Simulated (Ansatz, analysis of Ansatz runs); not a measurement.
# Does Br_S go to the (011) surface of Ag2S?

Question: does neutral Br_S prefer the (011) surface of Ag2S or the inside, and by how much? The same defect is put at one site in each of several layers from the top towards the middle of one slab. Model: a cell of 48 host atoms with 1 S taken out and 1 Br put in.

Program: Ansatz 0.2.0. Level of theory: plane-wave PAW DFT, PBEsol; a slab with vacuum, neutral defects. Results are calculated unless marked as measured.

Report form: the programs' logs are mostly left out.

### Step 1. Starting point

The cell holds 48 atoms: 32 Ag, 15 S and 1 Br. Cell: a = 8.722 Å, b = 10.745 Å, c = 23.000 Å, α = 90.0°, β = 90.0°, γ = 81.9°. It derives from Ag2S (space group P2_1/c), repeated 2×1×1. Vacuum lies along c. Nearest the centre at fractional (0.844, 0.276, 0.706): Br43 at 0.00 Å, Ag34 at 2.33 Å, Ag11 at 2.38 Å, Ag31 at 2.57 Å, Ag35 at 2.60 Å, Ag30 at 3.71 Å, S19 at 3.99 Å, S21 at 4.25 Å.

As a file:

```xyz
48
Lattice="8.7223 0.0000 0.0000 1.5219 10.6368 0.0000 0.0000 0.0000 23.0000" Properties=species:S:1:pos:R:3
Ag    0.7097    7.1575   13.8067
Ag    2.1158   -0.4966   11.4269
Ag    4.4984    2.5976    8.9416
Ag    5.9330    9.0849   13.0244
Ag    0.3471    6.7885    6.8665
Ag    0.5171    1.8468   11.9029
Ag    3.4168    2.5786   13.7192
Ag    2.2331    8.9423    7.6578
Ag    2.2981    6.4443    9.0840
Ag    3.3656    0.4780   15.6210
Ag    5.4148    2.9016   15.9507
Ag    4.6106    8.4405    9.2521
Ag    3.2274    8.5079   13.7392
Ag    1.9065    4.0623   10.6097
Ag    2.4549    0.4695    8.4298
Ag    3.0003    5.3008   12.9749
S     0.2210    4.7333    8.8624
S     5.2885    8.8214   15.5608
S     3.0414    2.7417   16.1290
S     3.3143    7.7434   11.3021
S     5.3620    4.7797   13.2709
S     4.5190    0.9279    7.2614
S     2.7075    6.9418    6.5761
S     2.9370    1.7743   11.5182
Ag    5.3214    6.7217   14.5114
Ag    4.8185    0.2228   10.6661
Ag    8.8813    2.3936    8.9764
Ag    9.5316   10.1014   13.1525
Ag    4.8290    5.9923    7.8400
Ag    5.6214    0.8555   14.0392
Ag    7.2927    3.1211   13.7162
Ag    6.2819    9.2340    7.1613
Ag    7.1537    7.2053    9.0058
Ag    8.0417    0.6782   15.7025
Ag    9.8102    3.6713   14.7876
Ag    9.7372    8.3163   10.9560
Ag    7.6506    8.9487   15.2876
Ag    6.7147    4.4563    9.6435
Ag    6.6299    0.5956    8.3828
Ag    6.4811    6.3872   11.8204
S     4.3436    4.7295    9.9177
S    10.0406    8.9703   15.3692
Br    7.7789    2.9325   16.2327
S     7.3602    8.5373   11.0179
S     9.3073    5.0303   12.7625
S     8.8514    0.0284    9.1600
S     6.7007    7.0021    6.5834
S     6.8826    1.2900   11.9338
```

The cell's shortest repeat is 8.7 Å.

### Step 2. The clean slab

The slab is cut stoichiometric, symmetric and without a dipole, at the in-plane lattice of the database's bulk structure, and all its atoms relax. Miller indices refer to pymatgen's conventional standard cell, whose axes can be ordered otherwise than in the space-group symbol.

Input file slab/input.yaml:

```yaml
crystal:
  lattice:
    - [4.361136, 0.0, 0.0]
    - [1.521925, 10.636779, 0.0]
    - [0.0, 0.0, 23.0]
  atoms:
    - { symbol: Ag, position: [0.1011395, 0.5926199, 0.6653025] }
    - { symbol: Ag, position: [0.2701242, 0.1083875, 0.4341832] }
    - { symbol: Ag, position: [0.8849521, 0.3127747, 0.3346975] }
    - { symbol: Ag, position: [0.7159673, 0.7970071, 0.5658168] }
    - { symbol: Ag, position: [0.3215261, 0.5324901, 0.3266883] }
    - { symbol: Ag, position: [0.1525413, 0.0167225, 0.5578076] }
    - { symbol: Ag, position: [0.2129888, 0.3055422, 0.5698905] }
    - { symbol: Ag, position: [0.3819735, 0.8213097, 0.3387712] }
    - { symbol: Ag, position: [0.7731028, 0.5998524, 0.4301095] }
    - { symbol: Ag, position: [0.604118, 0.0840848, 0.6612288] }
    - { symbol: Ag, position: [0.6645655, 0.3729045, 0.6733117] }
    - { symbol: Ag, position: [0.8335502, 0.8886721, 0.4421924] }
    - { symbol: Ag, position: [0.5487945, 0.8140131, 0.6997014] }
    - { symbol: Ag, position: [0.7177792, 0.3297807, 0.4685821] }
    - { symbol: Ag, position: [0.4372971, 0.0913814, 0.3002986] }
    - { symbol: Ag, position: [0.2683123, 0.5756139, 0.5314179] }
    - { symbol: S, position: [0.155938, 0.4105862, 0.412823] }
    - { symbol: S, position: [0.9869532, 0.8948187, 0.6439423] }
    - { symbol: S, position: [0.2411513, 0.2498477, 0.7089048] }
    - { symbol: S, position: [0.4101361, 0.7656153, 0.4777855] }
    - { symbol: S, position: [0.8301536, 0.4948083, 0.587177] }
    - { symbol: S, position: [0.9991383, 0.0105759, 0.3560577] }
    - { symbol: S, position: [0.7449402, 0.6555468, 0.2910952] }
    - { symbol: S, position: [0.5759555, 0.1397792, 0.5222145] }
basis:
  ecutwfc: 420
  xc_grid: 2
hamiltonian:
  xc: pbesol
  pseudopotentials: { kind: paw, azcp: { folder: soft_1 }, xc_functional: pbe }
kpoints:
  mp_grid: { grid: [4, 2, 1] }
scf:
  occupations: { method: fermi_dirac, width: 0.01 }
  max_iter: 80
relax:
  f_tol: 0.01
  max_steps: 100
  random_displacement: { amplitude: 0.03, seed: 2230 }
output:
  forces: true
  eigenvalues: true
```

On the command line:

```console
> ansatz run input.yaml --threads 32 --pin off --max-ram 84787MiB --backend cuda --events-out ev --progress --plain --runs-dir out --max-vram 78GiB
```

Wall time 18 s (1 × NVIDIA GB200 with 32 threads of Arm Neoverse V2, shared host); peak memory 1.2 GiB.

The steps of the relaxation:

```
step  energy less that of the first step (eV)  largest force component (eV/Å)
   1                                   0.0000                          1.0597
   2                                  -0.8414                          0.8360
   3                                  -1.4746                          0.5375
   4                                  -2.0234                          0.3049
   5                                  -2.3257                          0.2515
   6                                  -2.5502                          0.2169
   7                                  -2.7345                          0.1898
   8                                  -2.9067                          0.1847
   9                                  -3.0442                          0.1631
  10                                  -3.1727                          0.1115
  11                                  -3.2631                          0.2778
  12                                  -3.3678                          0.1413
  13                                  -3.4159                          0.1458
  14                                  -3.4391                          0.0682
  15                                  -3.4778                          0.1022
  16                                  -3.5826                          0.1101
  17                                  -3.6344                          0.2866
  18                                  -3.6620                          0.1195
  19                                  -3.6789                          0.0836
  20                                  -3.6877                          0.0207
  21                                  -3.6884                          0.0076
  22                                  -3.6886                          0.0043
```

The atoms that moved most (Å, from the sites as typed, ahead of the random displacement, the mean shift of all atoms taken out):

```
atom      dx      dy      dz  length
 Ag3  -0.035  -1.159   1.325   1.761
 Ag1   0.035   1.159  -1.325   1.761
 Ag4   0.366   1.217  -0.671   1.437
 Ag2  -0.366  -1.217   0.671   1.437
Ag11   1.396  -0.274  -0.066   1.424
 Ag5  -1.396   0.274   0.066   1.424
 Ag7   1.280  -0.070   0.599   1.415
 Ag9  -1.280   0.070  -0.599   1.415
```

Final coordinates:

```xyz
24
Lattice="4.3611 0.0000 0.0000 1.5219 10.6368 0.0000 0.0000 0.0000 23.0000" Properties=species:S:1:pos:R:3
Ag    1.3747    7.4595   13.9795
Ag    0.9733   -0.0670   10.6598
Ag    4.2966    2.1650    9.0253
Ag    4.6982    9.6916   12.3450
Ag    0.8131    5.9351    7.5821
Ag    0.4688    1.4067   13.0700
Ag    2.6704    3.1768   13.7088
Ag    2.2700    8.5538    7.3929
Ag    3.0010    6.4477    9.2960
Ag    3.4014    1.0708   15.6118
Ag    4.8582    3.6894   15.4228
Ag    5.2026    8.2179    9.9348
Ag    3.7078    9.0666   15.1204
Ag    2.4339    3.8406   10.5501
Ag    1.9635    0.5580    7.8844
Ag    3.2375    5.7840   12.4547
S     0.2806    4.4077    9.6160
S     5.9065    9.7659   14.6588
S     2.7089    3.1716   16.3255
S     3.0639    8.0523   11.2266
S     5.3908    5.2169   13.3888
S     4.1260   -0.1413    8.3460
S     2.9625    6.4529    6.6793
S     2.6075    1.5723   11.7782
```

With the common shift taken out, atoms move by up to 1.76 Å from the bulk-cut sites, and by up to 1.32 Å along the normal.

On a dense mesh the slab's energy differs by 3 meV an atom, so the sampling is kept; the layers are compared at one sampling, where most of this error should cancel, which was not tested.

### Step 3. Does the supercell reconstruct?

The clean supercell is relaxed from displaced atoms, since a reconstruction that only the larger cell allows would otherwise be counted to the defect.

Input file pristine.relax/input.yaml:

```yaml
crystal:
  lattice:
    - [8.722272, 0.0, 0.0]
    - [1.521925, 10.636779, 0.0]
    - [0.0, 0.0, 23.0]
  atoms:
    - { symbol: Ag, position: [0.03523789, 0.70129603, 0.60780416] }
    - { symbol: Ag, position: [0.11268335, -0.00630308, 0.46346826] }
    - { symbol: Ag, position: [0.45709176, 0.20353818, 0.39240593] }
    - { symbol: Ag, position: [0.37966421, 0.91113663, 0.53673851] }
[... 38 atom lines left out ...]
    - { symbol: S, position: [0.75853988, 0.2981742, 0.70980446] }
    - { symbol: S, position: [0.71917752, 0.75702539, 0.48811351] }
    - { symbol: S, position: [1.03246984, 0.49045597, 0.58212011] }
    - { symbol: S, position: [0.97535785, -0.01328818, 0.3628686] }
    - { symbol: S, position: [0.73379473, 0.60666284, 0.29040555] }
    - { symbol: S, position: [0.77315292, 0.14781338, 0.51209422] }
basis:
  ecutwfc: 420
  xc_grid: 2
hamiltonian:
  xc: pbesol
  pseudopotentials: { kind: paw, azcp: { folder: soft_1 }, xc_functional: pbe }
kpoints:
  mp_grid: { grid: [2, 2, 1] }
scf:
  occupations: { method: fermi_dirac, width: 0.01 }
  max_iter: 80
output:
  forces: true
relax:
  f_tol: 0.015
  max_steps: 80
  random_displacement: { amplitude: 0.05, seed: 2239 }
```

Wall time 44 s (1 × NVIDIA GB200 with 32 threads); peak memory 1.6 GiB; 2.9 min of CPU time.

Atoms end at most 1.57 Å from the small cell's positions: the larger cell lets the slab distort, and the defects are built on the new structure.

### Step 4. The defect, layer by layer

Each layer's defect is relaxed from random displacements. Layer 1 is shown in full.

Input file layer1_M1.relax/input.yaml:

```yaml
crystal:
  lattice:
    - [8.722272, 0.0, 0.0]
    - [1.521925, 10.636779, 0.0]
    - [0.0, 0.0, 23.0]
  atoms:
    - { symbol: Ag, position: [-0.03604609, 0.67289881, 0.60028946] }
    - { symbol: Ag, position: [0.25072367, -0.04668721, 0.49682266] }
    - { symbol: Ag, position: [0.47312278, 0.24421015, 0.38876652] }
    - { symbol: Ag, position: [0.53118116, 0.85410503, 0.56627791] }
    - { symbol: Ag, position: [-0.07156774, 0.63821138, 0.29854153] }
    - { symbol: Ag, position: [0.02898772, 0.17362618, 0.51751732] }
    - { symbol: Ag, position: [0.3494285, 0.242419, 0.5964865] }
    - { symbol: Ag, position: [0.10933547, 0.84069665, 0.33294647] }
[... 36 atom lines left out ...]
    - { symbol: S, position: [0.98455472, 0.47291634, 0.55488982] }
    - { symbol: S, position: [1.01433723, 0.00267378, 0.39826221] }
    - { symbol: S, position: [0.65337015, 0.65828845, 0.28623454] }
    - { symbol: S, position: [0.76792442, 0.12128165, 0.51886086] }
basis:
  ecutwfc: 420
  xc_grid: 2
hamiltonian:
  xc: pbesol
  pseudopotentials: { kind: paw, azcp: { folder: soft_1 }, xc_functional: pbe }
kpoints:
  mp_grid: { grid: [2, 2, 1] }
magnetization:
  spin_polarized: true
  initial_magnetization: 1
  spin_locking: { lock_magnetization: hard }
scf:
  occupations: { method: fermi_dirac, width: 0.01 }
  max_iter: 80
output:
  forces: true
relax:
  f_tol: 0.03
  max_steps: 90
  random_displacement: { amplitude: 0.05, seed: 2231 }
```

Wall time 74 s (1 × NVIDIA GB200 with 32 threads); peak memory 1.9 GiB.

Step by step (22 of 31):

```
step  energy less that of the first step (eV)  largest force component (eV/Å)
   1                                   0.0000                          2.3753
   2                                  -1.0040                          0.7461
   4                                  -1.3306                          0.1431
   5                                  -1.3858                          0.0998
   7                                  -1.4962                          0.0754
   8                                  -1.5472                          0.0688
  10                                  -1.5970                          0.0793
  11                                  -1.5990                          0.2579
  12                                  -1.6227                          0.0355
  14                                  -1.6288                          0.0235
  15                                  -1.6309                          0.0200
  17                                  -1.6470                          0.0858
  18                                  -1.6671                          0.1783
  20                                  -1.7660                          0.1833
  21                                  -1.7890                          0.2169
  22                                  -1.8292                          0.0729
  24                                  -1.8757                          0.0988
  25                                  -1.8507                          0.1984
  27                                  -1.8952                          0.0364
  28                                  -1.8998                          0.0392
  30                                  -1.9033                          0.0143
  31                                  -1.9033                          0.0143
```

Relaxation step 25 was tried and not accepted.

The atoms that moved most (Å, from the sites as typed, ahead of the random displacement, the mean shift of all atoms taken out):

```
atom      dx      dy      dz  length
Ag31  -1.033   0.057  -1.414   1.752
Ag34  -1.737  -0.075  -0.113   1.742
Ag14   1.258  -0.684   0.094   1.435
 S17   1.027   0.118   0.918   1.383
 Ag7  -0.924  -0.790  -0.462   1.300
Ag11  -0.821  -0.122  -0.860   1.195
 Ag6  -0.092   1.176  -0.184   1.194
 S19  -0.745  -0.705  -0.436   1.115
```

Neighbours of Br43 at the end:

```
atom  distance (Å)
Ag34         2.552
Ag11         2.697
Ag35         2.818
 S45         3.991
Ag31         4.089
 S19         4.180
 S21         4.211
Ag30         4.374
Ag28         4.418
```

All relaxations:

```
layer  depth (Å)  moment (μB)    outcome  structures computed  largest displacement from the input (Å)  time
    1       0.00            1  converged                   31                                     1.75  74 s
    2       0.67            1  converged                   20                                     1.73  30 s
    3       2.96            1  converged                   31                                     2.99  43 s
    4       4.30            1  converged                   25                                     1.71  34 s
```

The relaxation ends 40 meV an atom lower than the displaced start, with a largest force component of 0.014 eV/Å.

### Step 5. Energies and states

Single points on the relaxed structures give the energies, all at one sampling, and show where the defect's states lie.

Input file layer1_M1.point.pbesol/input.yaml:

```yaml
crystal:
  lattice:
    - [8.722272, 0.0, 0.0]
    - [1.521925, 10.636779, 0.0]
    - [0.0, 0.0, 23.0]
  atoms:
    - { symbol: Ag, position: [-0.05891653, 0.66229156, 0.62759523] }
    - { symbol: Ag, position: [0.13530816, -0.02031158, 0.49876927] }
[... 8 atom lines left out ...]
    - { symbol: Ag, position: [0.48183587, 0.26082612, 0.65588927] }
[... 7 atom lines left out ...]
    - { symbol: S, position: [0.2306718, 0.19097381, 0.68205863] }
[... 14 atom lines left out ...]
    - { symbol: Ag, position: [0.7137421, 0.05615961, 0.67758457] }
    - { symbol: Ag, position: [1.00735941, 0.30824108, 0.63760908] }
[... 7 atom lines left out ...]
    - { symbol: Br, position: [0.75359354, 0.27690183, 0.70928824] }
[... 1 atom line left out ...]
    - { symbol: S, position: [0.88860182, 0.48142151, 0.57897978] }
[... 2 atom lines left out ...]
    - { symbol: S, position: [0.83552567, 0.10779814, 0.50379771] }
basis:
  ecutwfc: 420
  xc_grid: 2
hamiltonian:
  xc: pbesol
  pseudopotentials: { kind: paw, azcp: { folder: soft_1 }, xc_functional: pbe }
kpoints:
  mp_grid: { grid: [2, 2, 1] }
magnetization:
  spin_polarized: true
  initial_magnetization: 1
  spin_locking: { lock_magnetization: hard }
scf:
  occupations: { method: fermi_dirac, width: 0.01 }
  max_iter: 100
output:
  forces: true
  eigenvalues: true
  eigenstates: { localisation: true }
  populations: true
checkpoint:
  write: "../layer1_M1.point.pbesol.run"
  compress: false
  write_wavefunctions: false
  write_every: 100000
```

Wall time 6.2 s (1 × NVIDIA GB200 with 32 threads); peak memory 4.4 GiB.

States next to the filling edge at the first k-point, on the run's own zero (eigenstates.tsv). The participation number counts the atoms that a state is spread over, of 48; bands count from 0.

```
spin  band  energy (eV)  occupation  participation  largest share on  share
down   346        1.332        1.00           30.6               S24   0.07
down   347        1.363        1.00           28.6               S17   0.07
down   348        1.547        1.00           21.7               S19   0.13
down   349        1.596        1.00           20.0               S47   0.12
down   350        1.686        1.00           22.7               S21   0.10
down   351        1.768        1.00           23.3               S21   0.08
down   352        2.557        0.00           19.3               S19   0.10
down   353        2.583        0.00           28.8               S22   0.10
down   354        3.037        0.00           34.9               Ag4   0.06
down   355        3.177        0.00           33.0              Ag13   0.08
down   356        3.405        0.00           35.7               Ag4   0.06
  up   348        1.520        1.00           21.0               S19   0.14
  up   349        1.586        1.00           18.9               S47   0.12
  up   350        1.674        1.00           22.4               S21   0.10
  up   351        1.754        1.00           23.3               S23   0.08
  up   352        2.474        1.00           17.2               S19   0.11
  up   353        2.548        1.00           27.6               S22   0.10
  up   354        3.015        0.00           35.1               Ag4   0.07
  up   355        3.156        0.00           32.8              Ag13   0.08
  up   356        3.381        0.00           35.7               Ag4   0.05
  up   357        3.583        0.00           36.1              Ag26   0.06
  up   358        3.748        0.00           36.1              Ag36   0.05
```

The largest moments in the atoms' spheres: S19 0.07, S18 0.05, S42 0.04, Ag10 0.03, Ag11 0.03, S22 0.03 μB.

Against the clean slab and S (S12 rings, Pnnm; not the stable S8 form) and Br (solid Br2 (Cmce)):

```
layer  depth (Å)  total moment (μB)  formation energy (eV)  against the deepest layer (eV)
    1       0.00                  1                  -0.45                           -0.18
    2       0.67                  1                  -0.13                            0.14
    3       2.96                  1                  -0.25                            0.02
    4       4.30                  1                  -0.27                            0.00
```

### Step 6. Summary of results

```yaml
highest_less_deepest_of_the_layers_obtained_pbesol: -0.18 eV
layer_of_the_lowest_energy_pbesol_structures_unlike: 1
```

Under PBEsol Br_S is 0.18 eV lower in layer 1 than in layer 4, 4.3 Å down. But host atoms moved by over 1.2 Å in layer 1 at 1 μB (1.8 Å), layer 2 at 1 μB (1.2 Å), layer 3 at 1 μB (3.0 Å) and layer 4 at 1 μB (1.7 Å): the surface or the defect's shell rebuilt itself there, so the layers are not compared like for like and these differences are no segregation energies. The clean slab's gap at this sampling is 0.76 eV. Limits: neutral states alone; one site a layer, which need not be the same crystallographic site in every layer, at most four layers; one defect on one side of the slab, 8.7 Å from its images and with no dipole correction; the deepest layer of so thin a slab is not yet bulk, and the thickness was not varied; the in-plane lattice is the database's, not relaxed here; no adsorbates, no temperature.

[Logs are printed without paths, hosts, clocks, repeated set-up lines and the standing remarks that a program may print on its own settings, such as how far it seeks lower states.]

[Hosts, paths, dates, database ids (printed as entryN), source tags and the programs' standing remarks are cut or masked in the printed files.]

[Maps of the electrostatic potential energy from Ansatz leave out the sawtooth potential of an applied field or a dipole correction, so their vacuum need not be flat.]
